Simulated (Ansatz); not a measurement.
# Na (Im-3m, 1 atom in the cell): converging a phonon calculation

Wanted: convergence of the phonons of Na (Im-3m, 1 atom in the cell) against cost.

Main program and level: Ansatz 0.2.0; DFT PBE, scalar-relativistic, plane waves, PAW.

The database entry behind the starting cell differs from later determinations by our own check (0.1 to 0.3 % short, probably kX units), so it need not match the best structure at ambient conditions.

## (1) The structure

The structure is cubic, space group Im-3m (No. 229). The conventional cell has a = 4.190 Å, b = 4.190 Å, c = 4.190 Å, α = 90.00°, β = 90.00°, γ = 90.00°. Nearest to Na lie 8 Na at 3.63 Å.

## (2) Relaxing to small forces for the phonons

Phonons need a cell at rest on their own settings, so the relaxation is repeated with tight tolerances on forces and stress on the k mesh and occupations of the first response run.

input.yaml

```yaml
crystal:
  lattice:
    - [-2.0949125729, 2.0949125729, 2.0949125729]
    - [2.0949125729, -2.0949125729, 2.0949125729]
    - [2.0949125729, 2.0949125729, -2.0949125729]
  atoms:
    - { symbol: Na, position: [0.0, 0.0, 0.0] }
kpoints:
  mp_grid: { grid: [16, 16, 16] }
hamiltonian:
  xc: pbe
scf:
  occupations: { method: methfessel_paxton, width: 0.2 }
output:
  forces: true
  stress: true
  eigenvalues: true
relax:
  adjacent_minimum: "off"
  f_tol: 0.001
  max_steps: 60
  cell: { stress_tol: 0.01 }
```

Command:

```sh
$ ansatz run input.yaml --threads 4 --pin off --max-ram 7168MiB --backend cpu --events-out ev --progress --plain --runs-dir out
```

Numbers of over 12 decimals in the logs are rounded to 6 here.

The program printed:

```text
Engine: ansatz 0.2.0, aarch64-unknown-linux-gnu
Pseudopotentials: kind: paw
Pseudopotential: Na, paw, valence charge 9, recommended cutoff 420 eV (normal), Na.paw.azcp
Functional definition: PBE
  parameter kappa = 0.804
  parameter beta = 0.066725
  exchange = pbe_x(kappa = kappa, mu = beta*pi^2/3)
  correlation = pbe_c(beta = beta)
Crystal: 1 atoms, lattice volume = 36.775 Å³
[...]
--- Relaxed structure (3 steps of the walk, 3 accepted, 1 SCFs on fresh bases) ---
  F+E_penalty+E_count = -1486.41666779 eV   max|allowed force component| = 0.000e0 eV/Å   (the final SCF, on the basis selected at the relaxed cell)
  cell:  # Å, volume = 36.9267 Å³
    - [-2.097781, 2.097781, 2.097781]
    - [2.097781, -2.097781, 2.097781]
    - [2.097781, 2.097781, -2.097781]
  atoms:
    - { symbol: Na, position: [0.0, 0.0, 0.0] }
[key lines of the parts left out:]
SCF converged after 5 iterations
Free energy (F): -1486.416668 eV
Fermi energy:    1.758559 eV
P = ⅓ Tr σ = -0.0000 GPa (-0.000 kbar)
```

Run time: 2.6 s. Hardware: 4 threads of Arm Neoverse V1, shared host; peak memory 0.33 GiB.

Relaxation path:

| step | energy less that of the first step (eV) | largest force component (eV/Å) | pressure (GPa) | volume (Å³) |
| --- | --- | --- | --- | --- |
| 1 | 0.0000 | 0.0000 | 0.03 | 36.78 |
| 2 | 0.0000 | 0.0000 | 0.03 | 36.80 |
| 3 | 0.0000 | 0.0000 | 0.00 | 36.93 |
| 4* | 0.0000 | 0.0000 | 0.00 | 36.93 |

Relaxation steps marked * repeat the geometry before them on a plane-wave basis chosen anew for their cell, so energy and pressure can jump there.

| conventional cell, symmetrised | before | after | change |
| --- | --- | --- | --- |
| a (Å) | 4.190 | 4.196 | +0.1 % |
| b (Å) | 4.190 | 4.196 | +0.1 % |
| c (Å) | 4.190 | 4.196 | +0.1 % |
| volume (Å³/atom) | 36.78 | 36.93 | +0.4 % |

Final coordinates:

```
Na
1.0
    -2.09778    2.09778    2.09778
     2.09778   -2.09778    2.09778
     2.09778    2.09778   -2.09778
Na
1
Cartesian
  0.0000 0.0000 0.0000
```

Numbers from this step:

| Quantity | Value |
| --- | --- |
| pressure | -4.41e-5 GPa |
| volume per atom | 36.93 Å³ |
| gap on the k-mesh | 0 eV |

The forces vanish by symmetry and the pressure is 0.000 GPa, within the tolerances set. The cell now holds 36.93 Å³/atom.

## (3) Response at finite wavevector

Stability and thermal properties need the whole zone. Linear response on a 4×4×4 q mesh gives force constants as far as a supercell of that size would.

input.yaml

```yaml
crystal:
  lattice:
    - [-2.0977806123, 2.0977806123, 2.0977806123]
    - [2.0977806123, -2.0977806123, 2.0977806123]
    - [2.0977806123, 2.0977806123, -2.0977806123]
  atoms:
    - { symbol: Na, position: [0.0, 0.0, 0.0] }
kpoints:
  mp_grid: { grid: [16, 16, 16] }
hamiltonian:
  xc: pbe
scf:
  occupations: { method: methfessel_paxton, width: 0.2 }
output:
  eigenvalues: true
phonons:
  method: dfpt
  qmesh: [4, 4, 4]
  temperatures: { t_max: 1000, t_step: 50 }
  qpath:
    path:
      - [[0.0, 0.0, 0.0], [0.5, -0.5, 0.5], [0.0, 0.0, 0.5], [0.0, 0.0, 0.0], [0.25, 0.25, 0.25], [0.5, -0.5, 0.5]]
      - [[0.25, 0.25, 0.25], [0.0, 0.0, 0.5]]
    npoints: 10
```

The program printed:

```text
[...]
Crystal: 1 atoms, lattice volume = 36.927 Å³
Basis set: ecut = 420 eV, 683 PW (Γ), exchange–correlation on 50×50×50 points (8 copies of the dense FFT grid, shifted against one another)
Bands: 9, of which v1, the nominal top of the filled ones, is band 5 counted from 1 (4 counted from 0)
Symmetry: 48 space group operations
k-points: 145 of 4096
[...]
SCF iter   1: F=—  HF=-1486.416765 eV  |F-HF|=—  |Δ(HF+E_count)|=         —  Δρ=4.74e-4  dr2=4.14e-5  ethr=1.77e-3  ⟨swp⟩=4.9  Hψ=7831  notcnv=0
[...]
SCF iter   7: F=-1486.416668 eV  HF=-1486.416668 eV  |F-HF|=6.82e-12  |Δ(HF+E_count)|=  1.93e-10  S|Δr|=    0.00e0  Δρ=1.01e-7  dr2=3.31e-12  ethr=1.00e-12  ⟨swp⟩=4.3  Hψ=5696  notcnv=0
SCF 1 converged in 7 iterations: F = -1486.416668 eV  dr2 = 3.31e-12
[...]
NSCF: frozen V_eff on 145 k-points
[...]
DFPT response loops at q = (0, 0, 0) (fractional): preconditioner auto → Kerker (q_TF=auto, 2.156 Å⁻¹) (partly filled bands, converged f_vac=0.000); β = 1.00, the filter's whole step (`scf.mixing.beta` (0.50) is not read by the response loops under this deck's `scf.mixing.preconditioner`; to damp them name `kerker` or `kerker_dos`, under which they read `scf.mixing.beta`, and type it under 1.00, their step now; both keys bind the ground state too); Broyden in place of MSR1
[...]
SCF converged after 7 iterations
[...]
Free energy (F): -1486.416668 eV
[...]
Internal energy: -1486.416820 eV  (E = F + TS)
E sigma→0 (E₀):  -1486.416706 eV
Entropy (-TS):   0.000152 eV (0.152 meV/atom)
Fermi energy:    1.758559 eV
[...]
--- Band table (eV; the first three rows and the last of 145) ---
[...]
--- Phonons (Γ-DFPT): 1 representative perturbation + reference (Σ response iterations 3) ---
  ASR residual: 1.583e-6 → 0.000e0 eV/Å²; symmetrization residual: 3.843e-13 eV/Å²
  ASR residual per site (eV/Å²): 1.58e-6
  Γ frequencies (cm⁻¹): 0.00 0.00 0.00
--- Phonons (arbitrary-q DFPT): 8 irreducible q on the 4×4×4 mesh ---
  q = [0.0000, 0.0000, 0.0000] (star 1, of the zone-centre solve; hermiticity 2.59e-8, symmetrization 2.39e-7): 0.00 0.00 0.00
  q = [0.0000, 0.0000, 0.2500] (star 12, 2 solved perturbations in 3336 linear systems a pass and spin channel, the states on 2176 of 4096 k-point pairs; hermiticity 4.46e-13, symmetrization 2.37e-12): 20.14 61.69 92.92
[...]
q = [0.2500, 0.2500, 0.2500] (star 2, 1 solved perturbation on 589 of 4096 k-point pairs; hermiticity 1.67e-12, symmetrization 5.03e-12): 98.26 98.26 98.26
[...]
sum rule: each row above includes the acoustic sum rule's correction from the zone centre's row sums; it moved no ω² by more than (0.14 cm⁻¹)²
  mesh force constants: q→R imaginary residual 0.00e0; ASR residual 1.583e-6 → 0.000e0 eV/Å²; symmetrization residual 5.551e-16 eV/Å²
  interpolated dispersion: 62 rows × 3 modes
  density of states and harmonic sums: on the 24×24×24 q-mesh, interpolated from the force constants of a 4×4×4 supercell (no non-analytic term)
  largest difference from the sums on the solved wave vectors: F 7.18e-3 eV, S 1.12e-5 and C_V 4.02e-6 eV/K
  zero-point energy: 0.015971 eV/cell   skipped modes (ω ≤ 0): 3   left out of the sums: 7.23e-5 of the cell's modes: C_V's classical limit lies that fraction below 3 k_B per atom; for a crystal, a wire or a layer, F and S can be off by more, and a phonons.interpolated_qmesh denser along its periods is the remedy for the sampling
```

It took 96 s on 4 threads; peak memory 2.4 GiB; 6.2 min of CPU time.

Numbers from this step:

* sum-rule residual before enforcement: 1.58e-6 eV/Å²
* lowest frequency on the path: 0 cm⁻¹
* highest frequency on the path or at a solved wavevector: 128.4 cm⁻¹
* mean frequency: 85.9 cm⁻¹
* Debye temperature (second moment): 169 K
* logarithmic mean frequency: 79.2 cm⁻¹
* lowest mode on the q mesh (acoustic modes at Γ apart): 20.14 cm⁻¹
* zero-point energy per atom: 15.97 meV
* heat capacity at 300 K: 24.55 J/(mol atoms K)
* vibrational entropy at 300 K: 49.28 J/(mol atoms K)

Frequencies (cm⁻¹) solved at each irreducible wavevector; negative means imaginary. Frequencies by wavevector, by row:

| q in reciprocal lattice units | star | mode 1 | mode 2 | mode 3 |
| --- | --- | --- | --- | --- |
| 0 0 0 | 1 | 0 | 0 | 0 |
| 0 0 0.25 | 12 | 20.1 | 61.7 | 92.9 |
| 0 0 -0.5 | 6 | 28.1 | 87.1 | 128.4 |
| 0 0.25 0.25 | 24 | 52.8 | 92.9 | 120.6 |
| 0.25 0.25 0.25 | 2 | 98.3 | 98.3 | 98.3 |
| 0.25 0.25 -0.25 | 6 | 88.3 | 88.3 | 91 |
| 0.25 -0.5 -0.5 | 12 | 85.6 | 107.6 | 125.5 |
| -0.5 -0.5 -0.5 | 1 | 123.6 | 123.6 | 123.6 |

Interpolated from a 4×4×4 q mesh. Phonon branches along the path, in cm⁻¹:

| point | branch 1 | branch 2 | branch 3 |
| --- | --- | --- | --- |
| Γ | 0 | 0 | 0 |
| halfway | 88 | 88 | 91 |
| H | 124 | 124 | 124 |
| halfway | 86 | 108 | 126 |
| N | 28 | 87 | 128 |
| halfway | 20 | 62 | 93 |
| Γ | 0 | 0 | 0 |
| halfway | 54 | 54 | 108 |
| P | 98 | 98 | 98 |
| halfway | 68 | 118 | 118 |
| H | 124 | 124 | 124 |
| jump to P | 98 | 98 | 98 |
| halfway | 60 | 93 | 122 |
| N | 28 | 87 | 128 |

The phonon branches as a text plot (rows in cm⁻¹):

```
    126 |           ***********                          **   ***
    120 |         ** **        *             *       *****   *
    115 |         *   ***       *           * *    **       *
    110 |        *     * *                 *   *  *     *
    104 |                 *                      *         *
     99 |       *       *                       *      *   *
     94 |     **           *     *        *    *           ****
     88 |     **            ***                                **
     83 |                *     *              *  *    *
     78 |    *                  * *      *                  *
     72 |    *            *                  *
     67 |                                   *     *  *       *
     62 |   *                    * *
     56 |   *                              *       **
     51 |                         *     *                     *
     45 |  *               *
     40 |  *                       **     *
     35 |                   *                                  *
     29 |                    ***       * *                      *
     24 | *                     *   *
     19 | *                      **  *  *
     13 |                          * *
      8 |                           *  *
      3 |*                           **
         Γ           H       N        Γ         P        H|P    N
```

Symmetry leaves 8 wavevectors to solve. The lowest mode among them, the acoustic zeros apart, lies at q = (0, 0, 0.25) and is real, 20.1 cm⁻¹.

## (4) Another q mesh, q mesh 2×2×2

The q mesh is changed to 2×2×2, to see how far the force constants must reach.

Changes to input.yaml since step 3:

```diff
@@ -17,3 +17,3 @@
   method: dfpt
-  qmesh: [4, 4, 4]
+  qmesh: [2, 2, 2]
   temperatures: { t_max: 1000, t_step: 50 }
```

The program printed:

```text
[...]
Crystal: 1 atoms, lattice volume = 36.927 Å³
Basis set: ecut = 420 eV, 683 PW (Γ), exchange–correlation on 50×50×50 points (8 copies of the dense FFT grid, shifted against one another)
Bands: 9, of which v1, the nominal top of the filled ones, is band 5 counted from 1 (4 counted from 0)
Symmetry: 48 space group operations
k-points: 145 of 4096
[...]
SCF iter   1: F=—  HF=-1486.416765 eV  |F-HF|=—  |Δ(HF+E_count)|=         —  Δρ=4.74e-4  dr2=4.14e-5  ethr=1.77e-3  ⟨swp⟩=4.9  Hψ=7831  notcnv=0
[...]
SCF iter   7: F=-1486.416668 eV  HF=-1486.416668 eV  |F-HF|=6.82e-12  |Δ(HF+E_count)|=  1.93e-10  S|Δr|=    0.00e0  Δρ=1.01e-7  dr2=3.31e-12  ethr=1.00e-12  ⟨swp⟩=4.3  Hψ=5696  notcnv=0
SCF 1 converged in 7 iterations: F = -1486.416668 eV  dr2 = 3.31e-12
[...]
SCF converged after 7 iterations
[...]
Free energy (F): -1486.416668 eV
[...]
Internal energy: -1486.416820 eV  (E = F + TS)
E sigma→0 (E₀):  -1486.416706 eV
Entropy (-TS):   0.000152 eV (0.152 meV/atom)
Fermi energy:    1.758559 eV
[...]
--- Band table (eV; the first three rows and the last of 145) ---
[...]
ASR residual: 1.583e-6 → 0.000e0 eV/Å²; symmetrization residual: 3.843e-13 eV/Å²
  ASR residual per site (eV/Å²): 1.58e-6
  Γ frequencies (cm⁻¹): 0.00 0.00 0.00
--- Phonons (arbitrary-q DFPT): 3 irreducible q on the 2×2×2 mesh ---
[...]
interpolated dispersion: 62 rows × 3 modes
[...]
```

Wall time 15 s (4 threads); peak memory 0.88 GiB; 58 s of CPU time.

Numbers from this step:

- mean frequency: 85.1 cm⁻¹
- Debye temperature (second moment): 167 K
- logarithmic mean frequency: 78.6 cm⁻¹
- lowest mode on the q mesh (acoustic modes at Γ apart): 28.05 cm⁻¹
- zero-point energy per atom: 15.83 meV
- heat capacity at 300 K: 24.56 J/(mol atoms K)
- vibrational entropy at 300 K: 49.47 J/(mol atoms K)

Frequencies (cm⁻¹) solved at each irreducible wavevector; negative means imaginary. Frequencies by wavevector, by row:

| q in reciprocal lattice units | star | mode 1 | mode 2 | mode 3 |
| --- | --- | --- | --- | --- |
| 0 0 0 | 1 | 0 | 0 | 0 |
| 0 0 -0.5 | 6 | 28.1 | 87.1 | 128.4 |
| -0.5 -0.5 -0.5 | 1 | 123.6 | 123.6 | 123.6 |

Interpolated from a 2×2×2 q mesh, rough between the solved points. The phonon branches at the labelled points (cm⁻¹):

| point | branch 1 | branch 2 | branch 3 |
| --- | --- | --- | --- |
| Γ | 0 | 0 | 0 |
| halfway | 87 | 87 | 93 |
| H | 124 | 124 | 124 |
| halfway | 90 | 107 | 126 |
| N | 28 | 87 | 128 |
| halfway | 20 | 62 | 91 |
| Γ | 0 | 0 | 0 |
| halfway | 52 | 52 | 105 |
| P | 93 | 93 | 93 |
| halfway | 73 | 117 | 117 |
| H | 124 | 124 | 124 |
| jump to P | 93 | 93 | 93 |
| halfway | 56 | 90 | 119 |
| N | 28 | 87 | 128 |

The phonon branches as a text plot (rows in cm⁻¹):

```
    126 |           ***********                          **    **
    120 |         ** **        *                      ****    *
    115 |        **    **       *           ***     **  *    *
    110 |        *     *                           *        *
    104 |       *        *                 *   *  *    *
     99 |       *       * *                      *         *
     94 |     **           *              *     *          **
     88 |     **         *  ***  *             *      *    * ****
     83 |                      *
     78 |    *            *     * *           *  *
     72 |    *                           *   *       *      *
     67 |                                         *
     62 |   *                    *          *      **        *
     56 |   *                      *
     51 |                         *     *  *
     45 |                  *                                  *
     40 |  *                       **     *
     35 |                   *                                  *
     29 |                    **     *    *                      *
     24 | *                    **      *
     19 | *                      **  *  *
     13 |                          * *
      8 |                           *  *
      3 |*                           **
         Γ           H       N        Γ         P        H|P    N
```

The mean frequency is 85.1 cm⁻¹, -0.8 cm⁻¹ against the base run.

The highest branch reaches 128 cm⁻¹ on this path, at N. No branch goes imaginary on this path.

## (5) Another q mesh, k-mesh 18×18×18, q mesh 3×3×3

The q mesh is changed to 3×3×3, to see how far the force constants must reach; the k mesh is 18×18×18, against 16×16×16 in the base run, so that the q mesh divides it.

Changes to input.yaml since step 4:

```diff
@@ -8,3 +8,3 @@
 kpoints:
-  mp_grid: { grid: [16, 16, 16] }
+  mp_grid: { grid: [18, 18, 18] }
 hamiltonian:
@@ -17,3 +17,3 @@
   method: dfpt
-  qmesh: [2, 2, 2]
+  qmesh: [3, 3, 3]
   temperatures: { t_max: 1000, t_step: 50 }
```

The program printed:

```text
[...]
Crystal: 1 atoms, lattice volume = 36.927 Å³
Basis set: ecut = 420 eV, 683 PW (Γ), exchange–correlation on 50×50×50 points (8 copies of the dense FFT grid, shifted against one another)
Bands: 9, of which v1, the nominal top of the filled ones, is band 5 counted from 1 (4 counted from 0)
Symmetry: 48 space group operations
k-points: 195 of 5832
[...]
E sigma→0 (E₀):  -1486.416518 eV
Entropy (-TS):   0.000311 eV (0.311 meV/atom)
Fermi energy:    1.760053 eV
[...]
--- Band table (eV; the first three rows and the last of 195) ---
[...]
ASR residual: 9.251e-7 → 0.000e0 eV/Å²; symmetrization residual: 3.032e-13 eV/Å²
  ASR residual per site (eV/Å²): 9.25e-7
  Γ frequencies (cm⁻¹): 0.00 0.00 0.00
--- Phonons (arbitrary-q DFPT): 4 irreducible q on the 3×3×3 mesh ---
[...]
interpolated dispersion: 62 rows × 3 modes
[...]
[key lines of the parts left out:]
SCF converged after 7 iterations
Free energy (F): -1486.416441 eV
```

The job ended after 61 s (4 threads; peak memory 1.9 GiB).

The mean frequency is 85.8 cm⁻¹, -0.1 cm⁻¹ against the base run, whose k mesh differs too.

## (6) Another q mesh, k-mesh 18×18×18, q mesh 6×6×6

The q mesh is changed to 6×6×6, to see how far the force constants must reach; the k mesh is 18×18×18, against 16×16×16 in the base run, so that the q mesh divides it.

Changes to input.yaml since step 5:

```diff
@@ -17,3 +17,3 @@
   method: dfpt
-  qmesh: [3, 3, 3]
+  qmesh: [6, 6, 6]
   temperatures: { t_max: 1000, t_step: 50 }
```

The program printed:

```text
[...]
Crystal: 1 atoms, lattice volume = 36.927 Å³
Basis set: ecut = 420 eV, 683 PW (Γ), exchange–correlation on 50×50×50 points (8 copies of the dense FFT grid, shifted against one another)
Bands: 9, of which v1, the nominal top of the filled ones, is band 5 counted from 1 (4 counted from 0)
Symmetry: 48 space group operations
k-points: 195 of 5832
[...]
ASR residual: 9.251e-7 → 0.000e0 eV/Å²; symmetrization residual: 3.032e-13 eV/Å²
  ASR residual per site (eV/Å²): 9.25e-7
  Γ frequencies (cm⁻¹): 0.00 0.00 0.00
--- Phonons (arbitrary-q DFPT): 16 irreducible q on the 6×6×6 mesh ---
[...]
q = [0.0000, 0.1667, 0.3333] (star 48, 3 solved perturbations on 5832 of 5832 k-point pairs: no pair is spared here; hermiticity 6.67e-7, symmetrization 8.84e-18): 47.76 90.67 123.02
[...]
interpolated dispersion: 62 rows × 3 modes
[...]
[key lines of the parts left out:]
SCF converged after 7 iterations
Free energy (F): -1486.416441 eV
Fermi energy:    1.760053 eV
```

It took 7.2 min on 4 threads; peak memory 3.3 GiB; 28 min of CPU time.

The mean frequency is 85.9 cm⁻¹, +0.0 cm⁻¹ against the base run, whose k mesh differs too.

## (7) The series together

Times are for 4 threads of Arm Neoverse V1, shared host. Results by setting:

| no. | q mesh | k-mesh | mean frequency (cm⁻¹) | zero-point energy per atom (meV) | lowest frequency on the path (cm⁻¹) | time | memory (GiB) |
| --- | --- | --- | --- | --- | --- | --- | --- |
| 1 | 2×2×2 | 16×16×16 | 85.1 | 15.83 | 0 | 15 s | 0.88 |
| 2 | 3×3×3 | 18×18×18 | 85.8 | 15.96 | 0 | 61 s | 1.9 |
| 3 | 6×6×6 | 18×18×18 | 85.9 | 15.97 | 0 | 7.2 min | 3.3 |

The runs together. Phonon density of states against wavenumber; read off at these points; values in 1/cm⁻¹/cell:

| wavenumber (cm⁻¹) | 2×2×2, 16×16×16 | 3×3×3, 18×18×18 | 6×6×6, 18×18×18 |
| --- | --- | --- | --- |
| 5.0 | 1.5e-4 | 1.9e-4 | 1.4e-4 |
| 10.0 | 6.0e-4 | 6.9e-4 | 5.6e-4 |
| 15.0 | 0.00194 | 0.00207 | 0.00187 |
| 20.0 | 0.00404 | 0.00431 | 0.00372 |
| 25.0 | 0.00687 | 0.00671 | 0.00660 |
| 30.0 | 0.0137 | 0.0119 | 0.0134 |
| 35.0 | 0.0160 | 0.0158 | 0.0158 |
| 40.0 | 0.0183 | 0.0184 | 0.0182 |
| 45.0 | 0.0211 | 0.0211 | 0.0212 |
| 50.0 | 0.0240 | 0.0243 | 0.0249 |
| 55.0 | 0.0276 | 0.0284 | 0.0292 |
| 58.5 | 0.0296 | 0.0279 | 0.0267 |
| 60.0 | 0.0258 | 0.0256 | 0.0246 |
| 65.0 | 0.0222 | 0.0218 | 0.0218 |
| 70.0 | 0.0219 | 0.0215 | 0.0212 |
| 75.0 | 0.0229 | 0.0226 | 0.0219 |
| 80.0 | 0.0257 | 0.0256 | 0.0243 |
| 85.0 | 0.0328 | 0.0341 | 0.0302 |
| 87.5 | 0.0442 | 0.0390 | 0.0389 |
| 90.0 | 0.0404 | 0.0366 | 0.0375 |
| 95.0 | 0.0318 | 0.0331 | 0.0344 |
| 100.0 | 0.0287 | 0.0288 | 0.0299 |
| 105.0 | 0.0281 | 0.0278 | 0.0280 |
| 110.0 | 0.0311 | 0.0291 | 0.0291 |
| 115.0 | 0.0469 | 0.0362 | 0.0359 |
| 120.0 | 0.0598 | 0.0579 | 0.0695 |
| 122.5 | 0.0672 | 0.0700 | 0.0802 |
| 123.5 | 0.0683 | 0.0660 | 0.0759 |
| 125.0 | 0.0416 | 0.0470 | 0.0462 |

The runs together, line C_V. C_V against temperature; values in J/mol-atom/K:

| temperature (K) | 2×2×2, 16×16×16 | 3×3×3, 18×18×18 | 6×6×6, 18×18×18 |
| --- | --- | --- | --- |
| 0 | 0 | 0 | 0 |
| 50 | 15.4 | 15.3 | 15.3 |
| 100 | 21.8 | 21.8 | 21.8 |
| 150 | 23.5 | 23.4 | 23.4 |
| 200 | 24.1 | 24.1 | 24.1 |
| 250 | 24.4 | 24.4 | 24.4 |
| 300 | 24.6 | 24.6 | 24.6 |
| 350 | 24.7 | 24.7 | 24.7 |
| 400 | 24.7 | 24.7 | 24.7 |
| 450 | 24.8 | 24.8 | 24.8 |
| 500 | 24.8 | 24.8 | 24.8 |
| 550 | 24.8 | 24.8 | 24.8 |
| 600 | 24.8 | 24.8 | 24.8 |
| 650 | 24.9 | 24.9 | 24.9 |
| 700 | 24.9 | 24.9 | 24.9 |
| 750 | 24.9 | 24.9 | 24.9 |
| 800 | 24.9 | 24.9 | 24.9 |
| 850 | 24.9 | 24.9 | 24.9 |
| 900 | 24.9 | 24.9 | 24.9 |
| 950 | 24.9 | 24.9 | 24.9 |
| 1000 | 24.9 | 24.9 | 24.9 |

[end of part 1 of 3]

[Logs are printed without paths, hosts, clocks, repeated set-up lines and the standing remarks that a program may print on its own settings, such as how far it seeks lower states.]

[Hosts, paths, dates, database ids (printed as entryN), source tags and the programs' standing remarks are cut or masked in the printed files.]
